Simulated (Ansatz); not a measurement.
**TiSeS monolayer, Janus: the cell at rest**

Aim: bring TiSeS monolayer, Janus to small forces and stress, as phonons need.

Program: Ansatz 0.2.0. Level of theory: DFT PBEsol, scalar-relativistic, plane waves, PAW. Results are calculated unless marked as measured.

This is a report of a sequence of runs, with most program output left out.

## Step 1: The starting structure

The cell holds 3 atoms: 1 Ti, 1 S and 1 Se. Its edges and angles: a = 3.500 Å, b = 3.500 Å, c = 20.000 Å, α = 90.0°, β = 90.0°, γ = 120.0°. Vacuum lies along c.

## Step 2: Probe on a coarse mesh

A quick single point on a coarse mesh tells whether the cell has a gap and how far it is from rest, which sets the k mesh and smearing that follow.

The program solves this slab on a cell height of its own, 30.0 Å, in place of the one typed.

The input, input.yaml:

```yaml
crystal:
  lattice:
    - [3.5, 0.0, 0.0]
    - [-1.75, 3.03109, 0.0]
    - [0.0, 0.0, 20.0]
  atoms:
    - { symbol: Ti, position: [0.0, 0.0, 0.5] }
    - { symbol: S, position: [0.333333, 0.666667, 0.575] }
    - { symbol: Se, position: [0.666667, 0.333333, 0.42] }
  periodic: [true, true, false]
kpoints:
  mp_grid: { grid: [6, 6, 1] }
hamiltonian:
  xc: pbesol
scf:
  occupations: { method: gaussian, width: 0.1 }
output:
  forces: true
  stress: true
  eigenvalues: true
```

On the command line:

```bash
$ ansatz run input.yaml --threads 8 --pin off --max-ram 14336MiB --backend cpu --events-out ev --progress --plain --runs-dir out
```

Run time: 1.5 s. Hardware: 8 threads of Arm Neoverse V1, shared host; peak memory 0.67 GiB; 6.4 s of CPU time.

Numbers from this step:

* gap on the k-mesh: 0 eV
* area per atom: 3.536 Å²

The coarse mesh shows no gap.

## Step 3: Coarse relaxation

The start is far from rest, so a relaxation with loose tolerances brings it close first.

The program solves this slab on a cell height of its own, 30.0 Å, in place of the one typed.

input.yaml: that of step 2 with these lines changed.

```diff
@@ -20 +20,6 @@
   eigenvalues: true
+relax:
+  adjacent_minimum: "off"
+  f_tol: 0.05
+  max_steps: 80
+  cell: { stress_2d_tol: 0.02 }
```

Wall time 5.7 s (8 threads); peak memory 0.71 GiB.

Step by step:

```csv
step,energy less that of the first step (eV),largest force component (eV/Å),volume (Å³)
1,0.0000,1.5798,318.26
2,-0.1647,0.7428,309.39
3,-0.2065,0.0344,301.85
4,-0.2066,0.0075,301.14
5,-0.2066,0.0003,301.24
6*,-0.2064,0.0003,301.24
```

Relaxation steps marked * repeat the geometry before them on a plane-wave basis chosen anew for their cell, so energy and pressure can jump there.

Forces are held to the 6 operations that the run works with; a distortion that breaks them can't arise in this run.

```csv
cell as run,before,after,change
a (Å),3.500,3.405,-2.7 %
b (Å),3.500,3.405,-2.7 %
```

The atoms that moved most (Å, along periodic axes as changes of fractional coordinates times the final cell, across vacuum about the mean position):

```csv
atom,dx,dy,dz,length
S2,0.000,0.000,-0.091,0.091
Ti1,0.000,0.000,0.060,0.060
Se3,0.000,0.000,0.032,0.032
```

Final coordinates:

```xyz
3
Lattice="3.4051 0.0000 0.0000 -1.7026 2.9489 0.0000 0.0000 0.0000 30.0000" Properties=species:S:1:pos:R:3
Ti    0.0000    0.0000   10.0595
S     0.0000    1.9659   11.4085
Se    1.7026    0.9830    8.4320
```

Numbers from this step:

```yaml
area_per_atom: 3.347 Å²
```

The relaxation ends with a largest force component of 3.0e-4 eV/Å.

## Step 4: Relaxation

The cell and atoms are relaxed, since residual forces and stress would shift the frequencies.

The input, input.yaml:

```yaml
crystal:
  lattice:
    - [3.4051179604, 0.0, 0.0]
    - [-1.7025589802, 2.9489186566, 0.0]
    - [0.0, 0.0, 30.0]
  atoms:
    - { symbol: Ti, position: [0.0, 0.0, 0.33531741] }
    - { symbol: S, position: [0.3333333333, 0.6666666667, 0.3802835032] }
    - { symbol: Se, position: [0.6666666667, 0.3333333333, 0.2810657535] }
  periodic: [true, true, false]
kpoints:
  mp_grid: { grid: [15, 15, 1] }
hamiltonian:
  xc: pbesol
scf:
  occupations: { method: gaussian, width: 0.1 }
output:
  forces: true
  stress: true
  eigenvalues: true
  write_density: true
  write_potential: true
  elf: true
  volumetric_format: npy
relax:
  adjacent_minimum: "off"
  f_tol: 0.005
  max_steps: 80
  cell: { stress_2d_tol: 0.02 }
```

The job ended after 12 s (8 threads; peak memory 0.84 GiB).

Relaxation path:

```csv
step,energy less that of the first step (eV),largest force component (eV/Å),volume (Å³)
1,0.0000,0.0177,301.24
2,-0.0001,0.0155,301.87
3,-0.0001,0.0036,301.89
4*,-0.0001,0.0036,301.89
```

Relaxation steps marked * repeat the geometry before them on a plane-wave basis chosen anew for their cell, so energy and pressure can jump there.

Forces are held to the 6 operations that the run works with; a distortion that breaks them can't arise in this run.

```csv
cell as run,before,after,change
a (Å),3.405,3.409,+0.1 %
b (Å),3.405,3.409,+0.1 %
```

The relaxed structure:

```xyz
3
Lattice="3.4088 0.0000 0.0000 -1.7044 2.9521 0.0000 0.0000 0.0000 30.0000" Properties=species:S:1:pos:R:3
Ti    0.0000    0.0000   10.0595
S     0.0000    1.9681   11.4051
Se    1.7044    0.9840    8.4354
```

Numbers from this step:

```yaml
area_per_atom: 3.354 Å²
```

Valence density in the ac plane at fractional y = 0.333, with atoms of Se within 0.2 Å of it. It is the smooth field of the valence electrons, not physical close to the nuclei.

Values in e/Å³, 24 rows by 14 columns, each cell a mean:
```
 0  0  0  0  0  0  0  0  0  0  0  0  0  0
 0  0  0  0  0  0  0  0  0  0  0  0  0  0
 0  0  0  0  0  0  0  0  0  0  0  0  0  0
 0  0  0  0  0  0  0  0  0  0  0  0  0  0
 0  0  0  0  0  0  0  0  0  0  0  0  0  0
 0  0  0  0  0  0  0  0  0  0  0  0  0  0
 0  0  0  0  0  0  0  0  0  0  0  0  0  0
 0  0  0  0  0  0  0  0  0  0  0  0  0  0
 0  0  0  0  0  0  0  0  0  0  0  0  0  0
 0  0  0  0  0  0  0  0  0  0  0  0  0  0
 0  0  0  0  0  0  0  0  0  0  0  0  0  0
 0  0  0  0  0  0  0  0  0  0  0  0  0  0
 0  0  0  0  0  0  0  0  0  0  0  0  0  0
 0  0  0  0  0  0  0  0  0  0  0  0  0  0
 0  0  0  0  0  0  0  0  0  0  0  0  0  0
 0  0  0  0  0  0  0  0  0  0  0  0  0  0
 0  0  0  0  0  0  0  1  3  4  4  2  1  0
 0  0  0  0  0  0  1  3  9 16 13  4  1  1
 0  0  0  0  0  0  0  0  0  0  0  0  0  0
 0  0  0  0  0  0  0  0  0  0  0  0  0  0
 0  0  0  0  0  0  0  0  0  0  0  0  0  0
 0  0  0  0  0  0  0  0  0  0  0  0  0  0
 0  0  0  0  0  0  0  0  0  0  0  0  0  0
 0  0  0  0  0  0  0  0  0  0  0  0  0  0
```
Columns run along a (3.4 Å), rows up along c (30.0 Å). Atoms in or near the plane, at fractional coordinates: Se at (0.67, 0.28).

ELF in the ac plane at fractional y = 0.333, with atoms of Se within 0.2 Å of it. It is the smooth field of the valence electrons, not physical close to the nuclei.

Ten even steps from '_' (0.00) to '@' (0.81), each cell a mean:
```
____________________________
____________________________
____________________________
____________________________
____________________________
____________________________
____________________________
____________________________
____________________________
____________________________
____________________________
____________________________
____________________________
::------::..______________..
%%@@@@@@@@##==..______..--**
--========--::::......::::--
==::..::--**##%%######%%%%**
##--..::**%%@@@@##****%%@@@@
::______..--++##%%%%%%##**==
__________________....______
____________________________
____________________________
____________________________
____________________________
```
Columns run along a (3.4 Å), rows up along c (30.0 Å). Atoms in or near the plane, at fractional coordinates: Se at (0.67, 0.28).

Electrostatic potential energy in the ac plane at fractional y = 0.333, with atoms of Se within 0.2 Å of it. With pseudopotentials it is smooth inside the atoms' cores, unlike the true potential.

Values in eV, 24 rows by 14 columns, each cell a mean:
```
  0   0   0   0   0   0   0   0   0   0   0   0   0   0
  0   0   0   0   0   0   0   0   0   0   0   0   0   0
  0   0   0   0   0   0   0   0   0   0   0   0   0   0
  0   0   0   0   0   0   0   0   0   0   0   0   0   0
  0   0   0   0   0   0   0   0   0   0   0   0   0   0
  0   0   0   0   0   0   0   0   0   0   0   0   0   0
  0   0   0   0   0   0   0   0   0   0   0   0   0   0
  0   0   0   0   0   0   0   0   0   0   0   0   0   0
  0   0   0   0   0   0   0   0   0   0   0   0   0   0
  0   0   0   0   0   0   0   0   0   0   0   0   0   0
  0   0   0   0   0   0   0   0   0   0   0   0   0   0
  0   0   0   0   0   0   0   0   0   0   0   0   0   0
  0   0   0   0   0   0   0   0   0   0   0   0   0   0
  0   0   0   0   0   0   0   0   0   0   0   0   0   0
 -5  -6  -7  -7  -5  -4  -2  -1  -1  -1  -1  -1  -2  -3
 -9 -11 -12 -12 -10  -7  -5  -3  -3  -2  -3  -3  -4  -6
 -7  -8  -8  -8  -7  -8 -10 -11 -11 -11 -11 -11 -10  -9
 -5  -3  -2  -2  -4  -8 -12 -13 -13 -13 -13 -14 -13 -11
  0   0   0   0   0  -1  -1  -1  -2  -2  -2  -2  -1  -1
  0   0   0   0   0   0   0   0   0   0   0   0   0   0
  0   0   0   0   0   0   0   0   0   0   0   0   0   0
  0   0   0   0   0   0   0   0   0   0   0   0   0   0
  0   0   0   0   0   0   0   0   0   0   0   0   0   0
  0   0   0   0   0   0   0   0   0   0   0   0   0   0
```
Columns run along a (3.4 Å; values clipped at the 3rd and 97th percentile), rows up along c (30.0 Å). Atoms in or near the plane, at fractional coordinates: Se at (0.67, 0.28).

## Step 5: Relaxing to small forces for the phonons

Phonons need a cell at rest on their own settings, so the relaxation is repeated with tight tolerances on forces and stress on the k mesh and occupations of the first response run.

input.yaml, the sections that differ from step 4:

```yaml
crystal:
  lattice:
    - [3.4087711606, 0.0, 0.0]
    - [-1.7043855803, 2.9520824208, 0.0]
    - [0.0, 0.0, 30.0]
  atoms:
    - { symbol: Ti, position: [0.0, 0.0, 0.3353158437] }
    - { symbol: S, position: [0.3333333333, 0.6666666667, 0.380169963] }
    - { symbol: Se, position: [0.6666666667, 0.3333333333, 0.28118086] }
  periodic: [true, true, false]
kpoints:
  mp_grid: { grid: [18, 18, 1] }
scf:
  occupations: { method: methfessel_paxton, width: 0.15 }
relax:
  adjacent_minimum: "off"
  f_tol: 0.001
  max_steps: 60
  cell: { stress_2d_tol: 0.002 }
# hamiltonian, output: as in step 4
```

The job ended after 15 s (8 threads; peak memory 0.9 GiB; 1.8 min of CPU time).

Little changed from the start: no atom moved by 0.005 Å and no cell edge by 0.1 %.

This step gave:

```
area per atom : 3.357 Å²
```

Electrostatic potential energy in the ac plane at fractional y = 0.000, with atoms of Ti within 0.2 Å of it. With pseudopotentials it is smooth inside the atoms' cores, unlike the true potential.

Values in eV, 24 rows by 14 columns, each cell a mean:
```
  0   0   0   0   0   0   0   0   0   0   0   0   0   0
  0   0   0   0   0   0   0   0   0   0   0   0   0   0
  0   0   0   0   0   0   0   0   0   0   0   0   0   0
  0   0   0   0   0   0   0   0   0   0   0   0   0   0
  0   0   0   0   0   0   0   0   0   0   0   0   0   0
  0   0   0   0   0   0   0   0   0   0   0   0   0   0
  0   0   0   0   0   0   0   0   0   0   0   0   0   0
  0   0   0   0   0   0   0   0   0   0   0   0   0   0
  0   0   0   0   0   0   0   0   0   0   0   0   0   0
  0   0   0   0   0   0   0   0   0   0   0   0   0   0
  0   0   0   0   0   0   0   0   0   0   0   0   0   0
  0   0   0   0   0   0   0   0   0   0   0   0   0   0
  0   0   0   0   0   0   0   0   0   0   0   0   0   0
  0   0   0   0   0   0   0   0   0   0   0   0   0   0
 -3  -3  -3  -3  -4  -5  -6  -7  -6  -5  -3  -3  -3  -3
-16 -16 -16 -14 -11  -7  -6  -5  -6  -8 -12 -15 -16 -16
-14 -14 -13 -11  -9  -7  -7  -7  -7  -7 -10 -12 -13 -14
 -2  -2  -2  -3  -4  -6  -9 -10  -8  -6  -4  -3  -2  -2
  0   0   0   0   0  -1  -1  -1  -1  -1   0   0   0   0
  0   0   0   0   0   0   0   0   0   0   0   0   0   0
  0   0   0   0   0   0   0   0   0   0   0   0   0   0
  0   0   0   0   0   0   0   0   0   0   0   0   0   0
  0   0   0   0   0   0   0   0   0   0   0   0   0   0
  0   0   0   0   0   0   0   0   0   0   0   0   0   0
```
Columns run along a (3.4 Å; values clipped at the 3rd and 97th percentile), rows up along c (30.0 Å). Atoms in or near the plane, at fractional coordinates: Ti at (0.00, 0.34).

ELF in the ac plane at fractional y = 0.000, with atoms of Ti within 0.2 Å of it. It is the smooth field of the valence electrons, not physical close to the nuclei.

Ten even steps from '0' (0.00) to '9' (0.77), each cell a mean:
```
00000000000000
00000000000000
00000000000000
00000000000000
00000000000000
00000000000000
00000000000000
00000000000000
00000000000000
00000000000000
00000000000000
00000000000000
00000000000000
00001233321000
01247999997410
34533466643454
34444677654444
11257899987421
00001344321000
00000000000000
00000000000000
00000000000000
00000000000000
00000000000000
```
Columns run along a (3.4 Å), rows up along c (30.0 Å). Atoms in or near the plane, at fractional coordinates: Ti at (0.00, 0.34).

Valence density in the ac plane at fractional y = 0.000, with atoms of Ti within 0.2 Å of it. It is the smooth field of the valence electrons, not physical close to the nuclei.

Values in units of 1e0 e/Å³, 24 rows by 14 columns, each cell a mean:
```
0.0 0.0 0.0 0.0 0.0 0.0 0.0 0.0 0.0 0.0 0.0 0.0 0.0 0.0
0.0 0.0 0.0 0.0 0.0 0.0 0.0 0.0 0.0 0.0 0.0 0.0 0.0 0.0
0.0 0.0 0.0 0.0 0.0 0.0 0.0 0.0 0.0 0.0 0.0 0.0 0.0 0.0
0.0 0.0 0.0 0.0 0.0 0.0 0.0 0.0 0.0 0.0 0.0 0.0 0.0 0.0
0.0 0.0 0.0 0.0 0.0 0.0 0.0 0.0 0.0 0.0 0.0 0.0 0.0 0.0
0.0 0.0 0.0 0.0 0.0 0.0 0.0 0.0 0.0 0.0 0.0 0.0 0.0 0.0
0.0 0.0 0.0 0.0 0.0 0.0 0.0 0.0 0.0 0.0 0.0 0.0 0.0 0.0
0.0 0.0 0.0 0.0 0.0 0.0 0.0 0.0 0.0 0.0 0.0 0.0 0.0 0.0
0.0 0.0 0.0 0.0 0.0 0.0 0.0 0.0 0.0 0.0 0.0 0.0 0.0 0.0
0.0 0.0 0.0 0.0 0.0 0.0 0.0 0.0 0.0 0.0 0.0 0.0 0.0 0.0
0.0 0.0 0.0 0.0 0.0 0.0 0.0 0.0 0.0 0.0 0.0 0.0 0.0 0.0
0.0 0.0 0.0 0.0 0.0 0.0 0.0 0.0 0.0 0.0 0.0 0.0 0.0 0.0
0.0 0.0 0.0 0.0 0.0 0.0 0.0 0.0 0.0 0.0 0.0 0.0 0.0 0.0
0.0 0.0 0.0 0.0 0.0 0.0 0.0 0.0 0.0 0.0 0.0 0.0 0.0 0.0
0.1 0.1 0.1 0.1 0.2 0.3 0.3 0.4 0.3 0.3 0.2 0.1 0.1 0.1
5.4 4.5 2.6 0.8 0.3 0.3 0.3 0.3 0.3 0.3 0.4 1.2 3.0 4.8
2.9 2.4 1.3 0.5 0.3 0.3 0.3 0.3 0.3 0.3 0.3 0.7 1.5 2.5
0.1 0.1 0.1 0.1 0.2 0.3 0.3 0.4 0.3 0.3 0.2 0.1 0.1 0.1
0.0 0.0 0.0 0.0 0.0 0.0 0.0 0.0 0.0 0.0 0.0 0.0 0.0 0.0
0.0 0.0 0.0 0.0 0.0 0.0 0.0 0.0 0.0 0.0 0.0 0.0 0.0 0.0
0.0 0.0 0.0 0.0 0.0 0.0 0.0 0.0 0.0 0.0 0.0 0.0 0.0 0.0
0.0 0.0 0.0 0.0 0.0 0.0 0.0 0.0 0.0 0.0 0.0 0.0 0.0 0.0
0.0 0.0 0.0 0.0 0.0 0.0 0.0 0.0 0.0 0.0 0.0 0.0 0.0 0.0
0.0 0.0 0.0 0.0 0.0 0.0 0.0 0.0 0.0 0.0 0.0 0.0 0.0 0.0
```
Columns run along a (3.4 Å), rows up along c (30.0 Å). Atoms in or near the plane, at fractional coordinates: Ti at (0.00, 0.34).

The largest force component left is 0.39 meV/Å, within the tolerances set.

## Step 6: What came out

- space group after relaxation (within 0.01 Å): P3m1
- lattice constant a: 3.410 Å
- lattice constant b: 3.410 Å
- area per atom: 3.36 Å²

What this shows: The largest force component left is 0.39 meV/Å, within the tolerances set. The relaxation keeps the symmetry of its start, so it says nothing on stability against lower symmetry. The starting cell was built on a prototype and not taken from a measurement.

[Logs are printed without paths, hosts, clocks, repeated set-up lines and the standing remarks that a program may print on its own settings, such as how far it seeks lower states.]

[Hosts, paths, dates, database ids (printed as entryN), source tags and the programs' standing remarks are cut or masked in the printed files.]
